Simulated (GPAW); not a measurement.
# Core-hole calculation of the Mn K edge in MnO2 (Pmmn), part 3 of 3

What does one-electron theory with a core hole give for the Mn K edge of MnO2 (Pmmn)?

GPAW 26.7.0; X-ray absorption from dipole matrix elements to empty bands, plane-wave PAW LDA+U.

So far. Step 4 (Spectrum with XCH, Mn atom 1): Main maxima below 30 eV (height): 0.2 eV (0.23), 3.4 eV (0.22), 15.5 eV (2.26) and 19.1 eV (2.50). A K edge sees empty p states. The first eV above the zero hold little dipole weight, as the lowest empty bands are of d character; the main edge, of 4p character, rises through 0.6 near 10 eV above the zero. Step 4 (Spectrum with XCH, Mn atom 1): The total-energy difference is 6519.96 eV. The tabulated edge of the element is 6539 eV.

## (6) Spectrum with XCH, Mn atom 1

A smaller cell brings the holes closer; here they are 2.9 Å apart.

Changed against the first core-hole run: supercell atoms from 12 to 6; the field's mesh follows (4×4×4 to 6×4×3).

Contents of xas.py:

```python
import numpy as np
from ase import Atoms
from ase.parallel import parprint, paropen
from gpaw import GPAW, PW, FermiDirac, Mixer, MixerDif, setup_paths
from gpaw.test import gen
setup_paths.insert(0, '.')
gen('Mn', name='fch1s', xcname='LDA', corehole=(1, 0, 1), write_xml=True)
from gpaw.mpi import world
world.barrier()

atoms = Atoms('Mn2O4',
    cell=[[2.904158, 0, 0],
     [0, 3.84481, 0],
     [0, 0, 6.164264]],
    scaled_positions=[[0.5, 0.5, 0.3433015],
     [0, 0, 0.6566985],
     [0.5, 0, 0.8375675],
     [0, 0.5, 0.1624325],
     [0.5, 0, 0.4217995],
     [0, 0.5, 0.5782005]],
    magmoms=[4.0, -4.0, 0.0, 0.0, 0.0, 0.0],
    pbc=True)
atoms.calc = calc = GPAW(legacy_gpaw=True, mode=PW(500, force_complex_dtype=True), xc='LDA', setups={'Mn': ':d,4', 0: 'fch1s:d,4'},
    kpts={'size': (6, 4, 3), 'gamma': True}, occupations=FermiDirac(0.1),
    charge=-1, mixer=MixerDif(0.05, 8, 50), maxiter=150,
    convergence={'density': 0.0001, 'eigenstates': 1e-6}, txt='scf.txt')
energy = atoms.get_potential_energy() + calc.get_reference_energy()
ef = calc.get_fermi_level()
out = dict(energy=energy, fermi=ef, forces=atoms.get_forces().tolist(), magmoms=atoms.get_magnetic_moments().tolist())
parprint(f'all-electron energy {energy:.4f} eV, Fermi level {ef:.4f} eV')
ev = np.array([[calc.get_eigenvalues(k, s) for k in range(len(calc.get_ibz_k_points()))] for s in range(calc.get_number_of_spins())])
out['homo'], out['lumo'], out['counts'] = ev[ev < ef].max(), ev[ev > ef].min(), sorted(set((ev < ef).sum((0, 2)).tolist()))
out['filled'] = (ev[:, 0] < ef).sum(1).tolist()

from ase.units import Ha
from gpaw.xas import dipole_matrix_elements
nb = int(calc.get_number_of_electrons() / 2) + 54
top, nb = nb, nb + 8 + nb // 12
nscf = calc.fixed_density(kpts={'size': (6, 5, 3), 'gamma': True}, nbands=nb,
    convergence={'bands': top, 'eigenstates': 5e-3}, maxiter=60, txt='nscf.txt')
cell = atoms.cell.array
ops = [cell.T @ U.T @ np.linalg.inv(cell.T) for U in nscf.wfs.kd.symmetry.op_scc]
E = np.arange(-6, 34, 0.1)
fwhm = np.interp(E, [4, 25], [1.16, 3.5])
Y, X, zero, highest = 0, 0, 1e9, 1e9
for spin in range(nscf.get_number_of_spins()):
    wfs = nscf.wfs
    mine = wfs.bd.get_slice()  # this rank's bands
    A = dipole_matrix_elements(wfs.setups[0])
    eps = np.zeros((wfs.kd.nibzkpts, nb))
    d = np.zeros((3, A.shape[1], wfs.kd.nibzkpts, nb), complex)
    for kpt in wfs.kpt_u:
        if kpt.s == spin and 0 in kpt.P_ani:
            eps[kpt.k, mine] = kpt.eps_n * Ha
            d[:, :, kpt.k, mine] = (kpt.weight * wfs.nspins / 2) ** 0.5 * np.inner(A, kpt.P_ani[0])
    world.sum(eps)
    world.sum(d)
    T = np.einsum('amkn,bmkn->abkn', d, d.conj()).real
    T = sum(np.einsum('ai,ijkn,bj->abkn', R, T, R) for R in ops) / len(ops)
    empty = eps > ef
    zero, highest = min(zero, eps[empty].min()), min(highest, eps[:, top - 1].min())
    lines = [(eps, T, empty)] if spin == 0 else lines + [(eps, T, empty)]
for eps, T, empty in lines:
    f = np.einsum('aakn->akn', T).reshape(3, -1)
    x = eps.ravel() - zero
    w = np.interp(x, E, fwhm) / 2.35482
    g = np.exp(-0.5 * ((E[:, None] - x) / w) ** 2) / (w * (2 * np.pi) ** 0.5)
    Y = Y + (f * empty.ravel()) @ g.T
    X = X + (f * ~empty.ravel()) @ g.T
out.update(E=E.round(2).tolist(), xas=Y.tolist(), xes=X.tolist(), zero=zero, valid=highest - zero, nk=len(eps), nb=nb)
for i in range(0, len(E), 10):
    parprint(f'{E[i]:7.2f}', *(f'{v:10.3e}' for v in Y[:, i]))
import json
with paropen('out.json', 'w') as f:
    json.dump(out, f)
```

Command:

```sh
$ OMP_NUM_THREADS=1 mpirun -n 4 gpaw python xas.py
```

Numbers of over 12 decimals in the logs are rounded to 6 here.

The program printed:

```text
Input parameters:
  charge: -1
  convergence: {density: 0.0001,
                eigenstates: 1e-06}
  kpts: {gamma: True,
         size: (6, 4, 3)}
  maxiter: 150
  mixer: {backend: pulay,
          beta: 0.05,
          method: difference,
          nmaxold: 8,
          weight: 50}
  mode: {ecut: 500.0,
         force_complex_dtype: True,
         name: pw}
  occupations: {fixmagmom: False,
[...]
3s:      -3.886191    -3.886504
3p:      -2.747976    -2.748756
3d:      -0.817995    -0.819363
*f:                   -0.022208
-------------------------------
all-electron energy -64550.0498 eV, Fermi level 3.0426 eV
  -6.00  1.639e-40  4.950e-42  2.212e-41
  -5.00  1.201e-30  5.058e-32  2.102e-31
  -4.00  1.442e-22  8.833e-24  3.477e-23
  -3.00  2.878e-16  2.618e-17  1.006e-16
[...]
32.00  5.744e-07  6.478e-07  5.853e-07
  33.00  6.707e-07  6.394e-07  6.513e-07
[key lines of the parts left out:]
Converged after 25 iterations.
Dipole moment: (-0.000000, 0.000000, -0.023250) |e|*Ang
Free energy:    -86.089744
Fermi level: 3.04261
```

The job ended after 34 s (4 MPI ranks of Intel Xeon Platinum 8375C at 2.90GHz (Ice Lake), shared host; peak memory 0.32 GiB; 2.2 min of CPU time).

These settings depart from the first run's and aren't meant as converged.

The scaled spectrum changes by 3 % r.m.s. The highest intensity below 24 eV goes from 19.1 eV (2.50) to 19.2 eV (2.58).

```csv
E (eV),first run,this run
-2.0,0.00,0.00
-0.5,0.09,0.06
1.0,0.17,0.18
2.5,0.13,0.13
4.0,0.18,0.15
5.5,0.01,0.00
7.0,0.02,0.02
8.5,0.15,0.14
10.0,0.66,0.64
11.5,1.13,1.12
13.0,1.35,1.30
14.5,2.08,2.03
16.0,2.23,2.24
17.5,2.29,2.35
19.0,2.50,2.58
20.5,2.28,2.36
22.0,1.76,1.80
23.5,1.19,1.22
25.0,0.87,0.90
26.5,0.79,0.82
28.0,0.78,0.80
29.5,0.87,0.88
31.0,1.11,1.10
```

## (7) Results

```
absorber and edge                                    : Mn K, atom 1 of the ground-state input (counted from 1)
surroundings                                         : 2 O at 1.83 Å, 2 O at 1.98 Å and 2 O at 2.05 Å (distorted octahedral, site symmetry mm2)
highest intensity below 24 eV                        : 19.1 eV above the zero, height 2.50
photon energy of the zero (spin-polarised hole, raw) : 6520.0 eV (LDA puts this hole about 15 eV below PBE, itself good to a few eV)
```

**Reading.** The Mn K edge of atom 1, with 2 O at 1.83 Å, 2 O at 1.98 Å and 2 O at 2.05 Å (distorted octahedral, site symmetry mm2), has its highest intensity of the first 24 eV at 19.1 eV above the zero, near 6539 eV in photon energy (LDA puts this hole about 15 eV below PBE, itself good to a few eV), 2.5 times the mean level of the first 20 eV (Gaussian full width 1.16 eV up to 4 eV, rising linearly to 3.5 eV at 25 eV). A cell with holes 2.9 Å apart changes the curve by 3 % r.m.s. (3 % after the best shift). At the Mn K edge of atom 1 polarisation matters most near 14.6 eV, where the curves differ by 1.6 on this scale. The strongest dipole feature below the main edge lies at 0.2 eV (height 0.23); the site lacks an inversion centre, which allows local p–d mixing besides the mixing with the neighbours' empty states; the run doesn't separate the two. 1 further run of this session is left out of this account as redundant. The hole lies in one spin channel, while the script sums the empty states of both and takes the lower zero; where the two channels are split, this blurs and shifts the curve. The unit cell's mesh shows no gap over 0.35 eV. That is right for a metallic compound; for a small-gap or correlated insulator it would be the fault of the functional or of the assumed magnetic order, and the hole would be screened too well. Quadrupole 1s→3d transitions, which feed the pre-edge, are not in the dipole spectrum. The spins start antiferromagnetically in a simple order, which needn't be the measured one; gap and edge can depend on it. The holes are only 4.8 Å apart, so the shape is probably not converged with cell size; no larger cell was run here. The mesh is coarse (0.36 Å⁻¹ between points), so small maxima may be mesh ripples. Lifetime broadening is put in by hand, and intensities beyond about 20 eV depend on it and on the partial waves. The structure is a computed Materials Project entry and may be a hypothetical form.

[Banner, clock and machine lines of the logs are left out without a mark of their own.]

[Logs are printed without paths, hosts, clocks, repeated set-up lines and the standing remarks that a program may print on its own settings, such as how far it seeks lower states.]

[Hosts, paths, dates, database ids (printed as entryN), source tags and the programs' standing remarks are cut or masked in the printed files.]

[Lists of maxima count a maximum above −3 eV only where it reaches 4 % of the highest in the window and stands out from its surroundings by 2 % of it (1.5 % where it reaches 55 %); shoulders and weaker maxima are passed over, and of the rest the first, up to two pre-edge ones and the few strongest are named.]
